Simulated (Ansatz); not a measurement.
# P on Pt(100): change of the work function, part 2 of 2

Aim: the work function of Pt(100) at several coverages of P (hollow site), and the dipole that each adsorbate carries.

Ansatz 0.2.0; plane-wave DFT, PBE, Ansatz PAW.

So far, work function, upper face (eV): step 2 (the clean slab) 5.66; step 3 (37 atoms, coverage 0.111 ML, cell 3x3) 5.55; step 4 (17 atoms, coverage 0.25 ML, cell 2x2) 5.39.

## 5. The covered slab, k-mesh 6×6×1, coverage 0.5 ML

System of this step: PPt8 (P/Pt(100)). The cell holds 18 atoms: 16 Pt and 2 P. Its edges and angles: a = 5.544 Å, b = 5.544 Å, c = 25.495 Å, α = 90.0°, β = 90.0°, γ = 90.0°. Vacuum lies along c.

File input.yaml:

```yaml
crystal:
  lattice:
    - [5.5437171646, 0.0, 0.0]
    - [0.0, 5.5437171646, 0.0]
    - [0.0, 0.0, 25.495063319]
  atoms:
    - { symbol: Pt, position: [0.25, 0.25, 0.3530095175] }
    - { symbol: Pt, position: [0.0, 0.0, 0.4298871457] }
    - { symbol: Pt, position: [0.25, 0.25, 0.5085321066] }
    - { symbol: Pt, position: [0.0, 0.0, 0.5859367241] }
    - { symbol: Pt, position: [0.25, 0.75, 0.3530095175] }
    - { symbol: Pt, position: [0.0, 0.5, 0.4298871457] }
    - { symbol: Pt, position: [0.25, 0.75, 0.5085321066] }
    - { symbol: Pt, position: [0.0, 0.5, 0.5859367241] }
    - { symbol: Pt, position: [0.75, 0.25, 0.3530095175] }
    - { symbol: Pt, position: [0.5, 0.0, 0.4298871457] }
    - { symbol: Pt, position: [0.75, 0.25, 0.5085321066] }
    - { symbol: Pt, position: [0.5, 0.0, 0.5859367241] }
    - { symbol: Pt, position: [0.75, 0.75, 0.3530095175] }
    - { symbol: Pt, position: [0.5, 0.5, 0.4298871457] }
    - { symbol: Pt, position: [0.75, 0.75, 0.5085321066] }
    - { symbol: Pt, position: [0.5, 0.5, 0.5859367241] }
    - { symbol: P, position: [0.25, 0.25, 0.6469904825] }
    - { symbol: P, position: [0.75, 0.75, 0.6469904825] }
kpoints:
  mp_grid: { grid: [6, 6, 1] }
hamiltonian:
  xc: pbe
scf:
  occupations: { method: fermi_dirac, width: 0.1 }
  convergence: { dr2_threshold: 1.0e-08 }
efield:
  axis: 3
  dipole_correction: true
  ramp_position: 0.97
  ramp_width: 0.06
relax:
  f_tol: 0.02
  max_steps: 60
  constraints: [{ sites: [0, 1, 4, 5, 8, 9, 12, 13] }]
output:
  dos: { projected: true, e_range: [-8, 4] }
  write_potential: true
  write_density: true
  volumetric_format: npy
  elf: true
```

On the command line:

```bash
$ ansatz run input.yaml --threads 4 --pin off --max-ram 16384MiB --backend cpu --events-out ev --progress --plain --runs-dir out
```

It took 3.9 min on 4 threads of Arm Neoverse V1, shared host; peak memory 3.4 GiB; 15 min of CPU time.

The steps of the relaxation:

```csv
step,energy less that of the first step (eV),largest force component (eV/Å)
1,0.0000,1.9515
2,-0.6715,0.5880
3,-0.7070,0.2633
4,-0.7207,0.0100
```

Forces are held to the 16 operations that the program found; a distortion that breaks them can't arise in this run.

The atoms that moved most (Å):

| atom | dx | dy | dz | length |
| --- | --- | --- | --- | --- |
| Pt4 | 0.000 | 0.000 | 0.173 | 0.173 |
| Pt8 | 0.000 | 0.000 | 0.173 | 0.173 |
| Pt16 | 0.000 | 0.000 | 0.173 | 0.173 |
| Pt12 | 0.000 | 0.000 | 0.173 | 0.173 |
| P18 | 0.000 | 0.000 | -0.063 | 0.063 |
| P17 | 0.000 | 0.000 | -0.063 | 0.063 |
| Pt3 | 0.000 | 0.000 | 0.029 | 0.029 |
| Pt15 | 0.000 | 0.000 | 0.029 | 0.029 |

The relaxed structure:

```xyz
18
Lattice="5.5437 0.0000 0.0000 0.0000 5.5437 0.0000 0.0000 0.0000 25.4951" Properties=species:S:1:pos:R:3
Pt    1.3859    1.3859    9.0000
Pt    0.0000    0.0000   10.9600
Pt    1.3859    1.3859   12.9945
Pt    0.0000    0.0000   15.1118
Pt    1.3859    4.1578    9.0000
Pt    0.0000    2.7719   10.9600
Pt    1.3859    4.1578   12.9697
Pt    0.0000    2.7719   15.1118
Pt    4.1578    1.3859    9.0000
Pt    2.7719    0.0000   10.9600
Pt    4.1578    1.3859   12.9697
Pt    2.7719    0.0000   15.1118
Pt    4.1578    4.1578    9.0000
Pt    2.7719    2.7719   10.9600
Pt    4.1578    4.1578   12.9945
Pt    2.7719    2.7719   15.1118
P     1.3859    1.3859   16.4317
P     4.1578    4.1578   16.4317
```

The density of states has structure finer than the step of the table below, so its rows give means over 0.25 eV. Peaks (eV: height): -4.120: 43.8, -3.790: 73.8, -3.730: 42.7, -3.250: 42.6, -2.530: 37.2, -2.170: 43.1, -0.480: 46.4.

Density of states against energy, zero at the Fermi level; means over each step:

| energy (eV) | density of states (states/eV a cell) |
| --- | --- |
| -7.75 | 1.60 |
| -7.50 | 1.84 |
| -7.25 | 4.46 |
| -7.00 | 9.05 |
| -6.75 | 6.96 |
| -6.50 | 9.67 |
| -6.25 | 18.5 |
| -6.00 | 18.9 |
| -5.75 | 26.5 |
| -5.50 | 21.2 |
| -5.25 | 27.5 |
| -5.00 | 18.5 |
| -4.75 | 20.8 |
| -4.50 | 18.1 |
| -4.25 | 24.3 |
| -4.00 | 25.9 |
| -3.75 | 29.9 |
| -3.50 | 26.7 |
| -3.25 | 33.3 |
| -3.00 | 28.7 |
| -2.75 | 22.7 |
| -2.50 | 27.1 |
| -2.25 | 29.8 |
| -2.00 | 24.7 |
| -1.75 | 22.3 |
| -1.50 | 22.1 |
| -1.25 | 29.3 |
| -1.00 | 28.3 |
| -0.75 | 22.6 |
| -0.50 | 25.9 |
| -0.25 | 20.9 |
| 0.00 | 31.2 |
| 0.25 | 12.4 |
| 0.50 | 10.3 |
| 0.75 | 8.64 |
| 1.00 | 6.56 |
| 1.25 | 6.96 |
| 1.50 | 5.72 |
| 1.75 | 6.33 |

The relaxation took 4 steps and lowered the energy by 0.72 eV; the largest force on the free atoms ends at 0.010 eV/Å.

The covered face has 4.98 eV, -0.68 eV against the clean one; the bare back face has moved by +0.03 eV, a measure of how thin the slab is.

## 6. Adsorbate added, k-mesh 12×12×1, coverage 1 ML

System of this step: PPt4 (P/Pt(100)). The cell holds 5 atoms: 4 Pt and 1 P. Its edges and angles: a = 2.772 Å, b = 2.772 Å, c = 25.495 Å, α = 90.0°, β = 90.0°, γ = 90.0°. Vacuum lies along c.

input.yaml, the sections that differ from step 5:

```yaml
crystal:
  lattice:
    - [2.7718585823, 0.0, 0.0]
    - [0.0, 2.7718585823, 0.0]
    - [0.0, 0.0, 25.495063319]
  atoms:
    - { symbol: Pt, position: [0.5, 0.5, 0.3530095175] }
    - { symbol: Pt, position: [0.0, 0.0, 0.4298871457] }
    - { symbol: Pt, position: [0.5, 0.5, 0.5085321066] }
    - { symbol: Pt, position: [0.0, 0.0, 0.5859367241] }
    - { symbol: P, position: [0.5, 0.5, 0.6469904825] }
kpoints:
  mp_grid: { grid: [12, 12, 1] }
relax:
  f_tol: 0.02
  max_steps: 60
  constraints: [{ sites: [0, 1] }]
output:
  write_potential: true
  write_density: true
  volumetric_format: npy
# hamiltonian, scf, efield: as in step 5
```

Elapsed: 34 s, on 4 threads; peak memory 0.59 GiB; 2.2 min of CPU time.

The steps of the relaxation:

```
step  energy less that of the first step (eV)  largest force component (eV/Å)
   1                                   0.0000                          1.3477
   2                                  -0.0879                          0.6605
   3                                  -0.1064                          0.2886
   4                                  -0.1100                          0.0257
   5                                  -0.1101                          0.0004
```

The run keeps the 8 symmetry operations that the program found, so distortions that break them were not tested.

The atoms that moved most (Å):

| atom | dx | dy | dz | length |
| --- | --- | --- | --- | --- |
| Pt4 | 0.000 | 0.000 | 0.215 | 0.215 |
| P5 | 0.000 | 0.000 | 0.162 | 0.162 |
| Pt3 | 0.000 | 0.000 | 0.027 | 0.027 |

Final coordinates:

```xyz
5
Lattice="2.7719 0.0000 0.0000 0.0000 2.7719 0.0000 0.0000 0.0000 25.4951" Properties=species:S:1:pos:R:3
Pt    1.3859    1.3859    9.0000
Pt    0.0000    0.0000   10.9600
Pt    1.3859    1.3859   12.9923
Pt    0.0000    0.0000   15.1530
P     1.3859    1.3859   16.6571
```

Running mean over 1.96 Å of the planar mean; the ramp of the sawtooth is left out. The electron's electrostatic potential energy less the Fermi level by z:

```csv
z (Å),electron's electrostatic potential energy less the Fermi level (eV)
3.0,5.66
3.5,5.66
4.0,5.66
4.5,5.66
5.0,5.65
5.5,5.65
6.0,5.61
6.5,5.49
7.0,4.95
7.5,2.61
8.0,-3.03
8.5,-8.79
9.0,-11.3
9.5,-11.8
10.0,-12.0
10.5,-12.0
11.0,-12.0
11.5,-11.6
12.0,-11.3
12.5,-11.6
13.0,-11.8
13.5,-10.9
14.0,-10.1
14.5,-11.1
15.0,-13.3
15.5,-15.5
16.0,-15.3
16.5,-11.5
17.0,-7.64
17.5,-3.33
18.0,1.53
18.5,3.99
19.0,4.63
19.5,4.77
20.0,4.80
20.5,4.81
21.0,4.81
21.5,4.81
22.0,4.82
22.5,4.82
```

The relaxation took 5 steps and lowered the energy by 0.11 eV; the largest force on the free atoms ends at 4.2e-4 eV/Å.

The covered face has 4.82 eV, -0.84 eV against the clean one; the bare back face has moved by +0.00 eV, a measure of how thin the slab is.

## 7. Work function against coverage

This step: plane-wave DFT, PBE, Ansatz PAW; work function against coverage (Ansatz 0.2.0).

The runs are now put side by side.

This step gave:

| Property | Result |
| --- | --- |
| work function of the clean face | 5.655 eV |
| largest change of the work function | -0.8402 eV |

The work function of the covered face by coverage:

```csv
coverage (adsorbates/nm²),work function of the covered face (eV)
0.00,5.66
1.45,5.55
3.25,5.39
6.51,4.98
13.02,4.82
```

The dipole per adsorbate comes from the change of the cell's dipole. Coverage, by row:

```
coverage (1/nm²)  coverage (ML)  work function (eV)  change (eV)  dipole per adsorbate, positive end outwards (debye)  mean height of the added atoms over the highest substrate atom (Å)
           1.446         0.1111               5.545      -0.1102                                                0.223                                                               1.138
           3.254           0.25               5.388      -0.2674                                                0.223                                                               1.196
           6.508            0.5               4.979      -0.6763                                                0.289                                                                1.32
           13.02              1               4.815      -0.8402                                                0.172                                                               1.504
```

## 8. Outcome

```json
{"work function of the clean face": "5.66 eV", "work function at 0.11 ML": "5.55 eV", "work function at 0.25 ML": "5.39 eV", "work function at 0.5 ML": "4.98 eV", "work function at 1 ML": "4.82 eV", "dipole per adsorbate at 0.11 ML, positive end outwards": "0.22 D"}
```

At the lowest coverage P changes the work function of Pt(100) by under 0.15 eV, within the error of so thin a slab; the largest change, -0.84 eV, comes at higher coverage. The slab has 4 layers, at the tabulated experimental lattice constant, one starting site was run, and quantum-size effects of a slab this thin can reach one or two tenths of an eV.

[Long decimals in the printed logs are rounded to 6 places.]

[Logs are printed without paths, hosts, clocks, repeated set-up lines and the standing remarks that a program may print on its own settings, such as how far it seeks lower states.]

[Hosts, paths, dates, database ids (printed as entryN), source tags and the programs' standing remarks are cut or masked in the printed files.]

[Maps of the electrostatic potential energy from Ansatz leave out the sawtooth potential of an applied field or a dipole correction, so their vacuum need not be flat; planar profiles and work functions include it.]

[The density of states shown here was stored with 400 of the rows of the run's finer table, so its peaks can read low, often by over a quarter, or be missed, and its means over a window can be off by a tenth or more.]
